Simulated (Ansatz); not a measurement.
# Tc of Cu (Fm-3m) from its phonons

Aim: the phonon-mediated transition temperature of Cu (Fm-3m) at ambient pressure, over a range of μ*. The cell shown first is a relaxed one, from steps not shown here.

Program: Ansatz 0.2.0. Level of theory: DFT PBE, scalar-relativistic, plane waves, PAW. Results are calculated unless marked as measured.

## 1. The cell after earlier relaxation steps

The structure is cubic, space group Fm-3m (No. 225). The conventional cell has a = 3.630 Å, b = 3.630 Å, c = 3.630 Å, α = 90.00°, β = 90.00°, γ = 90.00°. Nearest to Cu lie 12 Cu at 2.57 Å.

## 2. Resistivity: q 3×3×3, k 12×12×12, scattering 16×16×16

The run that gives the couplings also evaluates McMillan's and Allen and Dynes's formulas and, where asked, the Eliashberg equations, over a range of μ*.

The input, input.yaml:

```yaml
crystal:
  lattice:
    - [0.0, 1.8150328204, 1.8150328204]
    - [1.8150328204, 0.0, 1.8150328204]
    - [1.8150328204, 1.8150328204, 0.0]
  atoms:
    - { symbol: Cu, position: [0.0, 0.0, 0.0] }
kpoints:
  mp_grid: { grid: [12, 12, 12] }
hamiltonian:
  xc: pbe
scf:
  occupations: { method: methfessel_paxton, width: 0.2 }
output:
  eigenvalues: true
phonons:
  method: dfpt
  qmesh: [3, 3, 3]
  temperatures: { t_max: 1000, t_step: 50 }
  qpath:
    path:
      - [[0.0, 0.0, 0.0], [0.5, 0.0, 0.5], [0.625, 0.25, 0.625]]
      - [[0.375, 0.375, 0.75], [0.0, 0.0, 0.0], [0.5, 0.5, 0.5], [0.5, 0.25, 0.75], [0.5, 0.0, 0.5]]
    npoints: 10
  electrical_resistivity:
    mesh: [16, 16, 16]
    temperatures: [20.0, 50.0, 80.0, 100.0, 150.0, 200.0, 273.0, 300.0, 400.0, 500.0, 600.0, 800.0]
  superconductivity: { mesh: [16, 16, 16] }
```

Command:

```console
$ ansatz run input.yaml --threads 4 --pin off --max-ram 10240MiB --backend cpu --events-out ev --progress --plain --runs-dir out
```

Numbers of over 12 decimals in the logs are rounded to 6 here.

The program printed:

```text
Engine: ansatz 0.2.0, aarch64-unknown-linux-gnu
Pseudopotentials: kind: paw
Pseudopotential: Cu, paw, valence charge 19, recommended cutoff 420 eV (normal), Cu.paw.azcp
Functional definition: PBE
  parameter kappa = 0.804
  parameter beta = 0.066725
  exchange = pbe_x(kappa = kappa, mu = beta*pi^2/3)
  correlation = pbe_c(beta = beta)
Crystal: 1 atoms, lattice volume = 11.959 Å³
Basis set: ecut = 420 eV, 259 PW (Γ), exchange–correlation on 36×36×36 points (8 copies of the dense FFT grid, shifted against one another)
Bands: 14, of which v1, the nominal top of the filled ones, is band 10 counted from 1 (9 counted from 0)
Symmetry: 48 space group operations
k-points: 72 of 1728
Non-local potential: Cu, projectors of the file, l = 0: 3, l = 1: 2, l = 2: 3, l = 3: 1
PAW form: soft (Blöchl's): semilocal exchange-correlation on the pseudo side does not see the compensation charge
PAW one-centre angular grid: Cu, 590 points (default); XC on 64 Gauss nodes
Initial density: superposition of atomic densities (neutral atoms: chi_scale 0, normalization atom), corrected by the library's trained network
Initial wavefunctions: pseudopotential atomic-orbital guess
Functional: x = pbe(κ = 0.804, μ = 0.219515), c = pbe(β = 0.066725)
SCF iter   1: F=—  HF=-6625.169963 eV  |F-HF|=—  |Δ(HF+E_count)|=         —  Δρ=6.98e-4  dr2=1.17e-5  ethr=1.77e-3  ⟨swp⟩=4.9  Hψ=4877  notcnv=0
preconditioner: auto → none  [metal: Δε(μ)=0.058 eV  Ē_g=16.879 eV  σ=0.200 eV  W_gap=0.24  n_scr=0 (ndim 8)  ℏωp=35.6 eV  f_vac=0.000  D(μ)=0.39/eV (n_scr^D=0)]
SCF iter   2: F=—  HF=-6625.170095 eV  |F-HF|=—  |Δ(HF+E_count)|=   1.33e-4  S|Δr|=    0.00e0  Δρ=3.75e-4  dr2=3.66e-6  ethr=6.15e-8  ⟨swp⟩=3.1  Hψ=2648  notcnv=0
SCF iter   3: F=—  HF=-6625.170105 eV  |F-HF|=—  |Δ(HF+E_count)|=   9.66e-6  S|Δr|=    0.00e0  Δρ=1.56e-4  dr2=5.71e-7  ethr=1.93e-8  ⟨swp⟩=2.0  Hψ=1379  notcnv=0
SCF iter   4: F=—  HF=-6625.170106 eV  |F-HF|=—  |Δ(HF+E_count)|=   1.00e-6  S|Δr|=    0.00e0  Δρ=7.75e-6  dr2=1.42e-9  ethr=3.01e-9  ⟨swp⟩=2.0  Hψ=1305  notcnv=0
SCF iter   5: F=—  HF=-6625.170106 eV  |F-HF|=—  |Δ(HF+E_count)|=   3.81e-9  S|Δr|=    0.00e0  Δρ=1.89e-6  dr2=8.29e-11  ethr=7.49e-12  ⟨swp⟩=2.1  Hψ=1610  notcnv=0
SCF iter   6: F=-6625.170106 eV  HF=-6625.170106 eV  |F-HF|=0.00e0  |Δ(HF+E_count)|=  1.99e-10  S|Δr|=    0.00e0  Δρ=7.01e-8  dr2=1.44e-13  ethr=1.00e-12  ⟨swp⟩=6.7  Hψ=4675  notcnv=0
SCF 1 converged in 6 iterations: F = -6625.170106 eV  dr2 = 1.44e-13
  greatest PAW one-centre occupation: 1.000 electrons in one spin orbital (limit 2), on the Cu atom at site 0 (counted from 0), in its partial waves of l = 0
NSCF: frozen V_eff on 72 k-points
NSCF: frozen V_eff on 163 k-points
DFPT response loops at q = (0, 0, 0) (fractional): preconditioner auto → Kerker (q_TF=auto, 2.947 Å⁻¹) (partly filled bands, converged f_vac=0.000); β = 1.00, the filter's whole step (`scf.mixing.beta` (0.50) is not read by the response loops under this deck's `scf.mixing.preconditioner`; to damp them name `kerker` or `kerker_dos`, under which they read `scf.mixing.beta`, and type it under 1.00, their step now; both keys bind the ground state too); Broyden in place of MSR1
NSCF: frozen V_eff on 1872 k-points
DFPT response loops at q = (0, 0, 0.333333) (fractional): mixed as the last ones told, above
NSCF: frozen V_eff on 1020 k-points
DFPT response loops at q = (0, 0.333333, 0.333333) (fractional): mixed as the last ones told, above
NSCF: frozen V_eff on 1872 k-points
DFPT response loops at q = (0, 0.333333, -0.333333) (fractional): mixed as the last ones told, above
SCF iter   1: F=—  HF=-6625.169963 eV  |F-HF|=—  |Δ(HF+E_count)|=         —  Δρ=6.98e-4  dr2=1.17e-5  ethr=1.77e-3  ⟨swp⟩=4.9  Hψ=4877  notcnv=0
SCF iter   2: F=—  HF=-6625.170095 eV  |F-HF|=—  |Δ(HF+E_count)|=   1.33e-4  S|Δr|=    0.00e0  Δρ=3.75e-4  dr2=3.66e-6  ethr=6.15e-8  ⟨swp⟩=3.1  Hψ=2648  notcnv=0
SCF iter   3: F=—  HF=-6625.170105 eV  |F-HF|=—  |Δ(HF+E_count)|=   9.66e-6  S|Δr|=    0.00e0  Δρ=1.56e-4  dr2=5.71e-7  ethr=1.93e-8  ⟨swp⟩=2.0  Hψ=1379  notcnv=0
SCF iter   4: F=—  HF=-6625.170106 eV  |F-HF|=—  |Δ(HF+E_count)|=   1.00e-6  S|Δr|=    0.00e0  Δρ=7.75e-6  dr2=1.42e-9  ethr=3.01e-9  ⟨swp⟩=2.0  Hψ=1305  notcnv=0
SCF iter   5: F=—  HF=-6625.170106 eV  |F-HF|=—  |Δ(HF+E_count)|=   3.81e-9  S|Δr|=    0.00e0  Δρ=1.89e-6  dr2=8.29e-11  ethr=7.49e-12  ⟨swp⟩=2.1  Hψ=1610  notcnv=0
SCF iter   6: F=-6625.170106 eV  HF=-6625.170106 eV  |F-HF|=1.82e-12  |Δ(HF+E_count)|=  1.99e-10  S|Δr|=    0.00e0  Δρ=7.02e-8  dr2=1.44e-13  ethr=1.00e-12  ⟨swp⟩=3.3  Hψ=2722  notcnv=0
SCF 2 converged in 6 iterations: F = -6625.170106 eV  dr2 = 1.44e-13
NSCF: frozen V_eff on 72 k-points
NSCF: frozen V_eff on 145 k-points
SCF converged after 6 iterations
Stability not checked: this state was not tested for a lower state beside it, because cold or Methfessel-Paxton smearing, or corrected tetrahedra, fill the levels in a way that the test cannot read (fill_not_monotonic; see scf.lower_state_search)
Free energy (F): -6625.170106 eV
Harris-Foulkes:  -6625.170106 eV  (|F-HF|=0.00e0)
Internal energy: -6625.170683 eV  (E = F + TS)
E sigma→0 (E₀):  -6625.170250 eV
Entropy (-TS):   0.000578 eV (0.578 meV/atom)
Fermi energy:    16.406890 eV
--- Per-component energies (eV) ---
  E_band       = -363.864358
  E_kinetic    = 299.770167
  E_local      = -4073.157316  (includes V_loc(G=0)·N_el)
  E_nonlocal   = 389.869050
  E_hartree    = 1793.533504
  E_xc         = -89.480175
  E_vxc        = -115.467020  (∫ρ·V_xc dr)
  E_paw        = -1662.933533  (= ΣΔE_a)
  E_vpaw       = -451.946503  (= ΣTr[D̂ρ^β])
  E_aug_tail   = 0.000245  (compensation charges beyond the density's cutoff)
  E_ewald      = -3282.772625
  E_smearing   = 0.000578  (= −TS)
  E_closure    = 0.000000  (closes the sum)
  Σ components = -6625.170106   (vs F -6625.170106, Δ=0.00e0)
--- Band table (eV; the first three rows and the last of 72) ---
  k-point 0: bands = [... 6 lower, 13.5315, 13.5315, 14.3488, 14.3488, 39.0060, 41.4104, 41.4104, 41.4104]
  k-point 1: bands = [... 6 lower, 13.5775, 13.5775, 14.3317, 14.3317, 37.1946, 39.7746, 40.7231, 40.7231]
  k-point 2: bands = [... 6 lower, 13.6691, 13.6691, 14.3234, 14.3234, 32.9711, 39.3858, 39.7483, 39.7483]
  k-point 71: bands = [... 6 lower, 13.0243, 14.3067, 15.0561, 22.6310, 22.6310, 24.7395, 25.1336, 44.4738]
--- Phonons (Γ-DFPT): 1 representative perturbation + reference (Σ response iterations 5) ---
  ASR residual: 2.438e-5 → 0.000e0 eV/Å²; symmetrization residual: 1.364e-11 eV/Å²
  ASR residual per site (eV/Å²): 2.44e-5
  Γ frequencies (cm⁻¹): 0.00 0.00 0.00
[...]
800.00      5.1009e0              no      5.1009e0      5.1009e0      5.1009e0        5.4439e0          4.9382e0
  mean free path at 20 K (of a tensor a third of its trace): 112098 nm by what each carries, 83963 by the Fermi surface alone
  Hall coefficient in a weak field at 20 K (a third of the trace): -4.255e-11 m³/C (as a tensor it moves by 22.6 % between the two finest meshes); by each state's relaxation time: -5.018e-11 m³/C; by a constant relaxation time: -4.742e-11 m³/C
  mean free path at 50 K (of a tensor a third of its trace): 1491 nm by what each carries, 1125 by the Fermi surface alone
  Hall coefficient in a weak field at 50 K (a third of the trace): -4.836e-11 m³/C (as a tensor it moves by 1.6 % between the two finest meshes); by each state's relaxation time: -4.591e-11 m³/C; by a constant relaxation time: -4.755e-11 m³/C
  mean free path at 80 K (of a tensor a third of its trace): 319 nm by what each carries, 272 by the Fermi surface alone
  Hall coefficient in a weak field at 80 K (a third of the trace): -4.546e-11 m³/C (as a tensor it moves by 2.1 % between the two finest meshes); by each state's relaxation time: -4.452e-11 m³/C; by a constant relaxation time: -4.761e-11 m³/C
  mean free path at 100 K (of a tensor a third of its trace): 187 nm by what each carries, 168 by the Fermi surface alone
  Hall coefficient in a weak field at 100 K (a third of the trace): -4.355e-11 m³/C (as a tensor it moves by 0.0 % between the two finest meshes); by each state's relaxation time: -4.378e-11 m³/C; by a constant relaxation time: -4.763e-11 m³/C
  mean free path at 150 K (of a tensor a third of its trace): 91.6 nm by what each carries, 86.7 by the Fermi surface alone
  Hall coefficient in a weak field at 150 K (a third of the trace): -4.162e-11 m³/C (as a tensor it moves by 2.9 % between the two finest meshes); by each state's relaxation time: -4.277e-11 m³/C; by a constant relaxation time: -4.765e-11 m³/C
  mean free path at 200 K (of a tensor a third of its trace): 61.9 nm by what each carries, 59.4 by the Fermi surface alone
  Hall coefficient in a weak field at 200 K (a third of the trace): -4.110e-11 m³/C (as a tensor it moves by 4.0 % between the two finest meshes); by each state's relaxation time: -4.245e-11 m³/C; by a constant relaxation time: -4.765e-11 m³/C
  mean free path at 273 K (of a tensor a third of its trace): 42.8 nm by what each carries, 41.3 by the Fermi surface alone
  Hall coefficient in a weak field at 273 K (a third of the trace): -4.090e-11 m³/C (as a tensor it moves by 4.5 % between the two finest meshes); by each state's relaxation time: -4.232e-11 m³/C; by a constant relaxation time: -4.763e-11 m³/C
  mean free path at 300 K (of a tensor a third of its trace): 38.5 nm by what each carries, 37.2 by the Fermi surface alone
  Hall coefficient in a weak field at 300 K (a third of the trace): -4.087e-11 m³/C (as a tensor it moves by 4.6 % between the two finest meshes); by each state's relaxation time: -4.230e-11 m³/C; by a constant relaxation time: -4.763e-11 m³/C
  mean free path at 400 K (of a tensor a third of its trace): 28.2 nm by what each carries, 27.3 by the Fermi surface alone
  Hall coefficient in a weak field at 400 K (a third of the trace): -4.085e-11 m³/C (as a tensor it moves by 4.9 % between the two finest meshes); by each state's relaxation time: -4.229e-11 m³/C; by a constant relaxation time: -4.761e-11 m³/C
  mean free path at 500 K (of a tensor a third of its trace): 22.3 nm by what each carries, 21.6 by the Fermi surface alone
  Hall coefficient in a weak field at 500 K (a third of the trace): -4.088e-11 m³/C (as a tensor it moves by 5.0 % between the two finest meshes); by each state's relaxation time: -4.231e-11 m³/C; by a constant relaxation time: -4.759e-11 m³/C
  mean free path at 600 K (of a tensor a third of its trace): 18.5 nm by what each carries, 17.9 by the Fermi surface alone
  Hall coefficient in a weak field at 600 K (a third of the trace): -4.093e-11 m³/C (as a tensor it moves by 5.0 % between the two finest meshes); by each state's relaxation time: -4.233e-11 m³/C; by a constant relaxation time: -4.757e-11 m³/C
  mean free path at 800 K (of a tensor a third of its trace): 13.8 nm by what each carries, 13.3 by the Fermi surface alone
  Hall coefficient in a weak field at 800 K (a third of the trace): -4.108e-11 m³/C (as a tensor it moves by 5.1 % between the two finest meshes); by each state's relaxation time: -4.239e-11 m³/C; by a constant relaxation time: -4.754e-11 m³/C
  the resistivity times a path that all electrons share, by the Fermi surface of the deck's mesh alone (a third of the trace): 6.802e-16 Ω·m²
  not converged in the mesh (λ; λ_tr; the resistivity at 20 K by 4.36 %; the resistivity at 50 K by 4.88 %; the resistivity at 80 K by 4.82 %; the resistivity at 100 K by 4.56 %; the resistivity at 150 K by 4.16 %; the resistivity at 200 K by 3.98 %; the resistivity at 273 K by 3.84 %; the resistivity at 300 K by 3.80 %; the resistivity at 400 K by 3.69 %; the resistivity at 500 K by 3.59 %; the resistivity at 600 K  [...]
  vibrations of 27 cells: unjudged by the run; compare a larger repeat
  the changes of the potential over all sites missed a rigid shift's by 0.00 % (the site terms' by 0.01 %)
  at the force constants' own smearing the fine mesh and the k-points of their solves give squared frequencies that differ by 1.7 % of the larger at the most, at (0, 0, 0.3333)
--- Superconductivity: potentials and phonons of a 3×3×3 supercell ---
           mesh         λ    ħω_log (meV)  μ* declared at (meV)
       16×16×16    0.1233          18.063               19.915
          8×8×8    0.1282          18.042               19.781
          4×4×4    0.1487          17.637               19.523
  λ by the species' shares of the modes' patterns: Cu 0.1233
  with the Fermi level up to 30.1 meV (the hardest mode) off, states and modes as they are: density of states 0.1541 to 0.1558 /eV of one spin and cell, λ 0.1223 to 0.1245
  transition temperature on the deck's mesh (K), isotropic and anisotropic, restricted to the Fermi surface (FSR) and over the full bandwidth (FBW), and the last with the density of states resolved in a narrower window:
        μ*   McMillan   Allen–Dynes      iso. FSR      iso. FBW    aniso. FSR    aniso. FBW  narrow window
      0.08      0.000         0.000    none_found    none_found    none_found    none_found     none_found
      0.10      0.000         0.000    none_found    none_found    none_found    none_found     none_found
      0.12          -             -    none_found    none_found    none_found    none_found     none_found
      0.13          -             -    none_found    none_found    none_found    none_found     none_found
      0.14          -             -    none_found    none_found    none_found    none_found     none_found
      0.16          -             -    none_found    none_found    none_found    none_found     none_found
      0.20          -             -    none_found    none_found    none_found    none_found     none_found
  none_found: no transition down to 0.1 K
  isotope coefficients −∂ln Tc/∂ln M under μ* = 0.13, the force constants as they are, of the isotropic transitions restricted to the Fermi surface and over the full bandwidth: Cu - and -
  not converged in the mesh (λ): between neighbouring meshes, the two finest first, λ moves by 3.98 % and 15.93 % and the anisotropic transition temperature over the full bandwidth at μ* = 0.13 by nothing (neither mesh has one) and nothing (neither mesh has one); converged means that the two finest part by at most 2.00 % and 5.00 %
  vibrations of 27 cells: unjudged by the run; compare a larger repeat
  the changes of the potential over all sites missed a rigid shift's by 0.00 % (the site terms' by 0.01 %)
  at the force constants' own smearing the fine mesh and the k-points of their solves give squared frequencies that differ by 1.7 % of the larger at the most, at (0, 0, 0.3333)
```

The job ended after 48 s (4 threads of Arm Neoverse V2, shared host; peak memory 2.2 GiB; 3 min of CPU time).

The column dr2 measures how far the density is from self-consistency, as an energy; F and HF (Harris–Foulkes) agree once it is small.

This step gave:

```
volume per atom                                                                : 11.96 Å³
metallic on mesh                                                               : yes
gap on the k-mesh                                                              : 0 eV
zero point energy                                                              : 0.03001 eV/cell
share of imaginary modes in the plain interpolation between solved wavevectors : 0
highest frequency, solved or plainly interpolated                              : 244.1 cm⁻¹
Debye temperature (second moment)                                              : 312 K
resistivity at 300 K                                                           : 1.828 μΩ cm
coupling constant λ                                                            : 0.1233
density of states at the Fermi level                                           : 0.1549 states/eV a spin and cell
log mean phonon energy ħω_log                                                  : 18.06 meV
transport coupling constant λ_tr                                               : 0.132, 0.132, 0.132 (xx, yy, zz)
Drude plasma energy                                                            : 8.842, 8.842, 8.842 eV (xx, yy, zz)
resistivity times mean free path                                               : 6.802, 6.802, 6.802 × 10⁻¹⁶ Ω m² (xx, yy, zz)
second-moment phonon energy ħω₂                                                : 19.91 meV
coupling λ by branch                                                           : 0.0454, 0.0464, 0.0315 (branches by rank of frequency)
```

An empty cell: under 1 mK by a formula, or no transition down to the floor of the Eliashberg search. Transition temperatures:

| μ* | McMillan Tc (K) | Allen–Dynes Tc (K) |
| --- | --- | --- |
| 0.08 | - | - |
| 0.1 | - | - |
| 0.12 | - | - |
| 0.13 | - | - |
| 0.14 | - | - |
| 0.16 | - | - |
| 0.2 | - | - |

(Continued in part 2 of 2.)

[Logs are printed without paths, hosts, clocks, repeated set-up lines and the standing remarks that a program may print on its own settings, such as how far it seeks lower states.]

[Hosts, paths, dates, database ids (printed as entryN), source tags and the programs' standing remarks are cut or masked in the printed files.]
